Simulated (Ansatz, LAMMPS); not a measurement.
# Static equation of state of glassy 74SiO2-15ZnO-11Na2O (mol %) (77 atoms)

Density of this cell: 2.61 g/cm³. The cell holds 77 atoms: 20 Si, 4 Zn, 6 Na and 47 O. Cell: a = 10.660 Å, b = 10.164 Å, c = 10.080 Å, α = 87.1°, β = 89.6°, γ = 87.5°. The starting structure: 77 atoms (20 Si, 4 Zn, 6 Na, 47 O) placed at random at 2.58 g/cm³, melted at 4000 K for 10 ps at fixed volume with the Morse and Coulomb pair potential with partial charges (Pedone, Malavasi, Menziani, Cormack and Segre, J. Phys. Chem. B 110, 11780 (2006)). Quenched from 4000 K to 300 K at 50 K/ps and fixed volume, held 10 ps at zero pressure, then minimised at fixed cell.

Calculated with Ansatz 0.2.0: Kohn-Sham DFT, RPBE, PAW (set soft_2), plane waves; cutoff 420 eV, Γ point, fixed occupations. Cell and atoms were relaxed first, to V0 = 14.151 Å³ an atom at a residual P0 = 0.003 GPa. The cell was then scaled evenly, and the atoms were relaxed at each volume.

| volume (Å³/atom) | pressure (GPa) |
| --- | --- |
| 12.736 | ? |
| 13.302 | 3.153 |
| 13.727 | 1.591 |
| 14.576 | -1.511 |
| 15.001 | -2.847 |

Task: Fit the third-order Birch–Murnaghan equation to the rows given and extrapolate to the withheld row.

**Working.**

Take the Eulerian strain f = ½[(V0/V)^(2/3) − 1] and the normalised pressure F = (P − P0) / [3f(1 + 2f)^(5/2)]. The third-order Birch–Murnaghan equation is then the line F = B0 + (3/2)B0(B′ − 4) f, so u = f and v = F.

```
      u = f  v = F (GPa)
  0.0210565      44.9789
  0.0102571      49.0460
-0.00975640      54.3248
 -0.0190505      54.9570
```

With n = 4: mean u = 6.2667e-4, mean v = 50.8267, Σ(u − ū)² = 0.0010051, Σ(u − ū)(v − v̄) = -0.25421. Slope b = -0.25421 / 0.0010051 = -252.92; intercept a = v̄ − b ū = 50.985.

So B0 = a = 51.0 GPa and B′ = 4 + 2b/(3a) = 0.693. At the withheld volume f = 0.03638, F = a + b f = 41.78 GPa, and P = P0 + 3f(1 + 2f)^(5/2) F.

Prediction at 12.736: 5.439 GPa. The run gave 5.221 GPa, so the fit is high by 0.22 GPa (4.2 % of the value).

Among the rows given, the largest miss of the fit is at 13.302, by 0.048 GPa (0.59 % of the range of the table).

Limits: Static cells at zero temperature; the cell shape is held. The program notes that the SCF threshold of these relaxations is loose for the stress. The quench rate of 50 K/ps is many orders above laboratory rates, so the cell is likely richer in defects and strain than a real sample. The network of bonds at the start is that of the classical potential that made the cell, and needn't be the one that DFT or experiment would give. Only the Γ point is sampled, in a cell whose shortest periodic width is 10 Å.

[Logs are printed without paths, hosts, clocks, repeated set-up lines and the standing remarks that a program may print on its own settings, such as how far it seeks lower states.]

[Hosts, paths, dates, database ids (printed as entryN), source tags and the programs' standing remarks are cut or masked in the printed files.]
